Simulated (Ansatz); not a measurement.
# AlCo (Pm-3m): zone-centre modes under pressure, part 2 of 2

Aim: how do the optical modes of AlCo (Pm-3m) move with volume?

Ansatz 0.2.0; DFT LDA, scalar-relativistic, plane waves, PAW; PAW set soft_1.

So far. Step 3 (Tight relaxation): The forces vanish by symmetry and the pressure is 0.000 GPa, within the tolerances set. The cell now holds 10.90 Å³/atom.

## (4) Modes at rest

Phonons follow from the second derivative of the energy, found here by linear response.

The modes at rest are the reference of the series.

Input file input.yaml:

```yaml
crystal:
  lattice:
    - [2.7933341983, 0.0, 0.0]
    - [0.0, 2.7933341983, 0.0]
    - [0.0, 0.0, 2.7933341983]
  atoms:
    - { symbol: Al, position: [0.0, 0.0, 0.0] }
    - { symbol: Co, position: [0.5, 0.5, 0.5] }
kpoints:
  mp_grid: { grid: [16, 16, 16] }
hamiltonian:
  xc: lda
  pseudopotentials: { kind: paw, azcp: { folder: soft_1 }, xc_functional: pbe }
scf:
  occupations: { method: methfessel_paxton, width: 0.2 }
output:
  eigenvalues: true
phonons:
  method: dfpt
```

Command:

```
> ansatz run input.yaml --threads 4 --pin off --max-ram 10240MiB --backend cpu --events-out ev --progress --plain --runs-dir out
```

Numbers of over 12 decimals in the logs are rounded to 6 here.

The program printed:

```text
[...]
Crystal: 2 atoms, lattice volume = 21.796 Å³
Basis set: ecut = 420 eV, 437 PW (Γ), exchange–correlation on 40×40×40 points (8 copies of the dense FFT grid, shifted against one another)
Bands: 14, of which v1, the nominal top of the filled ones, is band 10 counted from 1 (9 counted from 0)
Symmetry: 48 space group operations
k-points: 405 of 4096 (irreducible under 8 space group operations, time reversal used)
[...]
SCF iter   1: F=—  HF=-5577.249394 eV  |F-HF|=—  |Δ(HF+E_count)|=         —  Δρ=6.98e-2  dr2=9.39e-1  ethr=3.10e-3  ⟨swp⟩=4.1  Hψ=25925  notcnv=0
[...]
SCF iter   8: F=-5577.001083 eV  HF=-5577.001083 eV  |F-HF|=1.82e-12  |Δ(HF+E_count)|=  8.46e-11  S|Δr|=    0.00e0  Δρ=1.03e-7  dr2=1.05e-12  ethr=1.00e-12  ⟨swp⟩=5.9  Hψ=25794  notcnv=0
SCF 1 converged in 8 iterations: F = -5577.001083 eV  dr2 = 1.05e-12
[...]
DFPT response loops at Γ: preconditioner auto → Kerker (q_TF=auto, 2.689 Å⁻¹) (partly filled bands, converged f_vac=0.000); β = 1.00, the filter's whole step (`scf.mixing.beta` (0.50) is not read by the response loops under this deck's `scf.mixing.preconditioner`; to damp them name `kerker` or `kerker_dos`, under which they read `scf.mixing.beta`, and type it under 1.00, their step now; both keys bind the ground state too); Broyden in place of MSR1
SCF converged after 8 iterations
[...]
Free energy (F): -5577.001083 eV
[...]
Internal energy: -5577.002897 eV  (E = F + TS)
E sigma→0 (E₀):  -5577.001537 eV
Entropy (-TS):   0.001814 eV (0.907 meV/atom)
Fermi energy:    15.207320 eV
[...]
--- Band table (eV; the first three rows and the last of 405) ---
  k-point 0: bands = [... 6 lower, 11.9135, 14.3175, 14.3175, 14.3175, 21.4273, 21.4273, 21.4273, 24.2205]
  k-point 1: bands = [... 6 lower, 11.9358, 14.2732, 14.2732, 14.3223, 20.6645, 21.5355, 21.5355, 24.2050]
  k-point 2: bands = [... 6 lower, 12.0001, 14.1518, 14.1518, 14.3360, 19.3056, 21.8494, 21.8494, 24.1589]
  k-point 404: bands = [... 6 lower, 10.9884, 14.9497, 14.9497, 17.5848, 17.5848, 17.5848, 19.7739, 20.9398]
--- Phonons (Γ-DFPT): 2 representative perturbations + reference, on 405 of 4096 k-points (Σ response iterations 6) ---
  k mesh reduced under 8 symmetry operations, with k and −k counted as one. Each operation leaves every solved perturbation unchanged. A smaller set is not used because it would not reduce the number of displacements times k-points to solve
  ASR residual: 6.815e-6 → 0.000e0 eV/Å²; symmetrization residual: 9.325e-7 eV/Å²
  ASR residual per site (eV/Å²): 5.67e-6 6.81e-6
  Γ frequencies (cm⁻¹): 0.00 0.00 0.00 345.87 345.87 345.87
  non-analytic LO–TO correction: not included (Born effective charges unavailable; polar crystals: no LO–TO splitting at Γ)
```

Run time: 14 s. Hardware: 4 threads of Arm Neoverse N1, shared host; peak memory 0.64 GiB.

Numbers from this step:

- sum-rule residual before enforcement: 6.81e-6 eV/Å²
- point group: m-3m
- highest optical mode at the zone centre (no LO-TO term): 345.9 cm⁻¹
- lowest optical zone-centre mode: 345.9 cm⁻¹

Patterns of degenerate modes are one choice out of their space. Modes at Γ, with each element's share of the kinetic energy:

```
mode  frequency (cm⁻¹)  symmetry  Al %  Co %
   1               0.0  acoustic    31    69
   2               0.0  acoustic    31    69
   3               0.0  acoustic    31    69
   4             345.9       T1u    69    31
   5             345.9       T1u    69    31
   6             345.9       T1u    69    31
```

Displacements in mode 5 (345.9 cm⁻¹), the largest set to 1:
```
Al1  0.00  0.00  1.00
Co2  0.00  0.00 -0.46
```

Before it was imposed, the acoustic sum rule was missed by 6.8e-6 eV/Å². Small misses are needed for a sound result but don't prove that mesh and cutoff are converged. The lowest optical mode is real, 346 cm⁻¹.

## (5) Ground state of a member: 1.06 times the volume at rest

The cell is set to 1.06 times the volume at rest; symmetry leaves nothing else free, so this is a single point.

input.yaml, the sections that differ from step 4:

```yaml
crystal:
  lattice:
    - [2.8481193659, 0.0, 0.0]
    - [0.0, 2.8481193659, 0.0]
    - [0.0, 0.0, 2.8481193659]
  atoms:
    - { symbol: Al, position: [0.0, 0.0, 0.0] }
    - { symbol: Co, position: [0.5, 0.5, 0.5] }
output:
  forces: true
  stress: true
  eigenvalues: true
# kpoints, hamiltonian, scf: as in step 4
# phonons: removed
```

The program printed:

```text
[...]
Crystal: 2 atoms, lattice volume = 23.103 Å³
Basis set: ecut = 420 eV, 461 PW (Γ)
Bands: 14, of which v1, the nominal top of the filled ones, is band 10 counted from 1 (9 counted from 0)
Symmetry: 48 space group operations
[...]
k-points: 165 of 4096
[...]
SCF iter   1: F=—  HF=-5577.235054 eV  |F-HF|=—  |Δ(HF+E_count)|=         —  Δρ=8.01e-2  dr2=1.33e0  ethr=3.10e-3  ⟨swp⟩=4.0  Hψ=10563  notcnv=0
[...]
SCF iter   7: F=-5576.955245 eV  HF=-5576.955245 eV  |F-HF|=6.76e-10  |Δ(HF+E_count)|=   4.07e-8  S|Δr|=    0.00e0  Δρ=1.88e-6  dr2=9.40e-10  ethr=1.98e-10  ⟨swp⟩=1.7  Hψ=7118  notcnv=0
SCF 1 converged in 7 iterations: F = -5576.955245 eV  dr2 = 9.40e-10
[...]
SCF converged after 7 iterations
[...]
Free energy (F): -5576.955245 eV
[...]
Internal energy: -5576.956637 eV  (E = F + TS)
E sigma→0 (E₀):  -5576.955593 eV
Entropy (-TS):   0.001392 eV (0.696 meV/atom)
Fermi energy:    14.170603 eV
[...]
--- Stress (GPa, compression-positive) ---
      -10.669057       0.000000       0.000000
        0.000000     -10.669057       0.000000
       -0.000000       0.000000     -10.669057
  P = ⅓ Tr σ = -10.6691 GPa (-106.691 kbar)
--- Band table (eV; the first three rows and the last of 165) ---
  k-point 0: bands = [... 6 lower, 11.1598, 13.3610, 13.3610, 13.3610, 20.0961, 20.0961, 20.0961, 22.9565]
  k-point 1: bands = [... 6 lower, 11.1803, 13.3199, 13.3199, 13.3654, 19.3690, 20.2000, 20.2000, 22.9461]
  k-point 2: bands = [... 6 lower, 11.2393, 13.2070, 13.2070, 13.3778, 18.0540, 20.5020, 20.5020, 22.9151]
  k-point 164: bands = [... 6 lower, 10.2416, 13.9348, 13.9348, 16.5535, 16.5535, 16.5535, 18.1870, 19.5846]
```

Elapsed: 1.6 s, on 4 threads; peak memory 0.33 GiB; 5.3 s of CPU time.

Numbers from this step:

```yaml
pressure: -10.67 GPa
volume_per_atom: 11.55 Å³
```

The forces vanish by symmetry, at a pressure of -10.67 GPa.

## (6) Zone-centre modes of the member: 1.06 times the volume at rest

The zone-centre modes follow for 1.06 times the volume at rest.

Edit input.yaml of step 5 so:

```diff
@@ -16,4 +16,4 @@
 output:
-  forces: true
-  stress: true
   eigenvalues: true
+phonons:
+  method: dfpt
```

The program printed:

```text
[...]
Crystal: 2 atoms, lattice volume = 23.103 Å³
Basis set: ecut = 420 eV, 461 PW (Γ), exchange–correlation on 40×40×40 points (8 copies of the dense FFT grid, shifted against one another)
Bands: 14, of which v1, the nominal top of the filled ones, is band 10 counted from 1 (9 counted from 0)
Symmetry: 48 space group operations
k-points: 405 of 4096 (irreducible under 8 space group operations, time reversal used)
[...]
SCF iter   1: F=—  HF=-5577.235053 eV  |F-HF|=—  |Δ(HF+E_count)|=         —  Δρ=8.01e-2  dr2=1.33e0  ethr=3.10e-3  ⟨swp⟩=4.0  Hψ=25826  notcnv=0
[...]
SCF iter   8: F=-5576.955245 eV  HF=-5576.955245 eV  |F-HF|=1.82e-12  |Δ(HF+E_count)|=  5.42e-10  S|Δr|=    0.00e0  Δρ=1.35e-7  dr2=3.24e-12  ethr=1.00e-12  ⟨swp⟩=3.9  Hψ=27787  notcnv=0
SCF 1 converged in 8 iterations: F = -5576.955245 eV  dr2 = 3.24e-12
[...]
SCF converged after 8 iterations
[...]
Free energy (F): -5576.955245 eV
[...]
Internal energy: -5576.956636 eV  (E = F + TS)
E sigma→0 (E₀):  -5576.955593 eV
Entropy (-TS):   0.001392 eV (0.696 meV/atom)
Fermi energy:    14.170606 eV
[...]
--- Band table (eV; the first three rows and the last of 405) ---
  k-point 0: bands = [... 6 lower, 11.1598, 13.3610, 13.3610, 13.3610, 20.0961, 20.0961, 20.0961, 22.9565]
  k-point 1: bands = [... 6 lower, 11.1803, 13.3199, 13.3199, 13.3654, 19.3690, 20.2000, 20.2000, 22.9461]
  k-point 2: bands = [... 6 lower, 11.2393, 13.2071, 13.2071, 13.3779, 18.0540, 20.5020, 20.5020, 22.9151]
  k-point 404: bands = [... 6 lower, 10.2416, 13.9348, 13.9348, 16.5535, 16.5535, 16.5535, 18.1870, 19.5846]
[...]
ASR residual: 1.166e-5 → 0.000e0 eV/Å²; symmetrization residual: 1.984e-6 eV/Å²
  ASR residual per site (eV/Å²): 1.17e-5 9.05e-6
  Γ frequencies (cm⁻¹): 0.00 0.00 0.00 309.78 309.78 309.78
[...]
```

Run time: 15 s. Hardware: 4 threads; peak memory 0.66 GiB.

This step gave:

| Item | Value |
| --- | --- |
| sum-rule residual before enforcement | 1.17e-5 eV/Å² |
| highest optical mode at the zone centre (no LO-TO term) | 309.8 cm⁻¹ |
| lowest optical zone-centre mode | 309.8 cm⁻¹ |

Patterns of degenerate modes are one choice out of their space. The modes at Γ (shares of kinetic energy by element, %):

```
mode  frequency (cm⁻¹)  symmetry  Al %  Co %
   1               0.0  acoustic    31    69
   2               0.0  acoustic    31    69
   3               0.0  acoustic    31    69
   4             309.8       T1u    69    31
   5             309.8       T1u    69    31
   6             309.8       T1u    69    31
```

The optical mode lies at 309.8 cm⁻¹.

For the highest optical mode at the zone centre (no LO-TO term), step 4 gave 346 cm⁻¹; this run, with volume ratio 1.06, gives 310 cm⁻¹ (-10 %).

## (7) Ground state of a member: 0.9 times the volume at rest

The cell is set to 0.9 times the volume at rest; symmetry leaves nothing else free, so this is a single point.

input.yaml, the sections that differ from step 6:

```yaml
crystal:
  lattice:
    - [2.6969345161, 0.0, 0.0]
    - [0.0, 2.6969345161, 0.0]
    - [0.0, 0.0, 2.6969345161]
  atoms:
    - { symbol: Al, position: [0.0, 0.0, 0.0] }
    - { symbol: Co, position: [0.5, 0.5, 0.5] }
output:
  forces: true
  stress: true
  eigenvalues: true
# kpoints, hamiltonian, scf: as in step 6
# phonons: removed
```

The program printed:

```text
[...]
Crystal: 2 atoms, lattice volume = 19.616 Å³
Basis set: ecut = 420 eV, 389 PW (Γ)
Bands: 14, of which v1, the nominal top of the filled ones, is band 10 counted from 1 (9 counted from 0)
Symmetry: 48 space group operations
[...]
k-points: 165 of 4096
[...]
--- Band table (eV; the first three rows and the last of 165) ---
  k-point 0: bands = [... 6 lower, 13.3631, 16.1767, 16.1767, 16.1767, 24.0282, 24.0282, 24.0282, 26.6705]
  k-point 1: bands = [... 6 lower, 13.3891, 16.1263, 16.1263, 16.1824, 23.1921, 24.1441, 24.1441, 26.6439]
  k-point 2: bands = [... 6 lower, 13.4639, 15.9878, 15.9878, 16.1986, 21.7484, 24.4792, 24.4792, 26.5655]
  k-point 164: bands = [... 6 lower, 12.4397, 16.9291, 16.9291, 19.6061, 19.6061, 19.6061, 22.8648, 23.5856]
[key lines of the parts left out:]
SCF converged after 7 iterations
Free energy (F): -5576.831317 eV
Fermi energy:    17.223732 eV
P = ⅓ Tr σ = 27.3808 GPa (273.808 kbar)
```

Elapsed: 1.4 s, on 4 threads; peak memory 0.33 GiB; 4.8 s of CPU time.

Numbers from this step:

```yaml
pressure: 27.38 GPa
volume_per_atom: 9.808 Å³
```

The forces vanish by symmetry, at a pressure of 27.38 GPa.

## (8) Zone-centre modes of the member: 0.9 times the volume at rest

The zone-centre modes follow for 0.9 times the volume at rest.

Edit input.yaml of step 7 so:

```diff
@@ -16,4 +16,4 @@
 output:
-  forces: true
-  stress: true
   eigenvalues: true
+phonons:
+  method: dfpt
```

The program printed:

```text
[...]
Crystal: 2 atoms, lattice volume = 19.616 Å³
Basis set: ecut = 420 eV, 389 PW (Γ), exchange–correlation on 40×40×40 points (8 copies of the dense FFT grid, shifted against one another)
Bands: 14, of which v1, the nominal top of the filled ones, is band 10 counted from 1 (9 counted from 0)
Symmetry: 48 space group operations
k-points: 405 of 4096 (irreducible under 8 space group operations, time reversal used)
[...]
k-point 2: bands = [... 6 lower, 13.4639, 15.9878, 15.9878, 16.1986, 21.7484, 24.4792, 24.4792, 26.5655]
  k-point 404: bands = [... 6 lower, 12.4397, 16.9291, 16.9291, 19.6061, 19.6061, 19.6061, 22.8648, 23.5857]
[...]
ASR residual: 6.066e-5 → 0.000e0 eV/Å²; symmetrization residual: 1.928e-8 eV/Å²
  ASR residual per site (eV/Å²): 5.43e-6 6.07e-5
  Γ frequencies (cm⁻¹): 0.00 0.00 0.00 413.45 413.45 413.45
[...]
[key lines of the parts left out:]
SCF converged after 8 iterations
Free energy (F): -5576.831317 eV
Fermi energy:    17.223737 eV
```

Wall time 13 s (4 threads); peak memory 0.61 GiB.

This step gave:

```
sum-rule residual before enforcement                    : 6.07e-5 eV/Å²
highest optical mode at the zone centre (no LO-TO term) : 413.4 cm⁻¹
lowest optical zone-centre mode                         : 413.4 cm⁻¹
```

Patterns of degenerate modes are one choice out of their space. Modes at Γ, with each element's share of the kinetic energy:

```
mode  frequency (cm⁻¹)  symmetry  Al %  Co %
   1               0.0  acoustic    31    69
   2               0.0  acoustic    31    69
   3               0.0  acoustic    31    69
   4             413.4       T1u    69    31
   5             413.4       T1u    69    31
   6             413.4       T1u    69    31
```

The optical mode lies at 413.4 cm⁻¹.

For the highest optical mode at the zone centre (no LO-TO term), step 4 gave 346 cm⁻¹; this run, with volume ratio 0.9, gives 413 cm⁻¹ (+20 %).

## (9) The series together

The members are set side by side, also those not shown above.

Each row is one cell with its response, relaxed at fixed volume as far as symmetry leaves anything free; energies are extrapolated to zero smearing, and E0 is that at rest; shape and atoms are relaxed in each cell where symmetry leaves them free; all runs use 16×16×16 k points and Methfessel-Paxton smearing of 0.2 eV. State of the crystal along the series:

```
volume ratio  V (Å³/atom)  pressure (GPa)  E - E0 (meV/atom)
         0.9        9.808           27.38              84.85
        0.92        10.03           20.68              52.24
        0.94        10.24           14.65              28.28
        0.96        10.46           9.243               12.1
        0.98        10.68           4.376               2.91
        0.99        10.79           2.131             0.7091
           1         10.9         3.13e-4                  0
        1.02        11.12          -3.937              2.742
        1.04        11.33          -7.482              10.57
        1.06        11.55          -10.67              22.97
```

Each mode is tracked from rest by its pattern, and modes that stay within 0.3 cm⁻¹ of each other stand once; shape and atoms are relaxed in each cell where symmetry leaves them free; all runs use 16×16×16 k points and Methfessel-Paxton smearing of 0.2 eV. Optical modes along the series:

```
V (Å³/atom)  mode 4 T1u (cm⁻¹)
      9.808              413.4
      10.03              399.1
      10.24              385.2
      10.46              371.7
      10.68              358.6
      10.79              352.2
       10.9              345.9
      11.12              333.5
      11.33              321.5
      11.55              309.8
```

From cubic fits (parabolas where under five rows exist) of ln ω and P against ln V through the rows within about 4 % of rest: γ = −d ln ω / d ln V and dω/dP = γ ω / B. Slopes at rest:

```
      mode  fitted frequency at rest (cm⁻¹)  Grüneisen parameter γ  dω/dP (cm⁻¹/GPa)
mode 4 T1u                            345.9                   1.81              3.02
```

## (10) Results

```json
{
 "members": "10",
 "highest optical mode at the zone centre (no LO-TO term), at rest": "345.9 cm⁻¹",
 "bulk modulus at rest": "207 GPa",
 "mode 4 T1u, γ": "1.81"
}
```

The series spans -10.7 to 27.4 GPa, and the slope at rest gives a bulk modulus of 207 GPa. The optical mode has γ = 1.81 and moves by 3.0 cm⁻¹ for each GPa. One k mesh and one cutoff serve the ground states and modes of all volumes. These are harmonic frequencies at zero temperature: anharmonic shifts, linewidths and thermal expansion are left out. With no gap, or one that is small against the smearing, the frequencies hang on the k mesh and the smearing, most of all near Kohn anomalies. The runs are without spin polarisation, although Co often carries a moment. The PAW files were made for PBE; the program adapts parts of them to the functional of the run, but their partial waves stay those of PBE, an approximation that was not tested in this session. Only the zone centre was solved, so an instability at another wavevector cannot show here.

[Logs are printed without paths, hosts, clocks, repeated set-up lines and the standing remarks that a program may print on its own settings, such as how far it seeks lower states.]

[Hosts, paths, dates, database ids (printed as entryN), source tags and the programs' standing remarks are cut or masked in the printed files.]
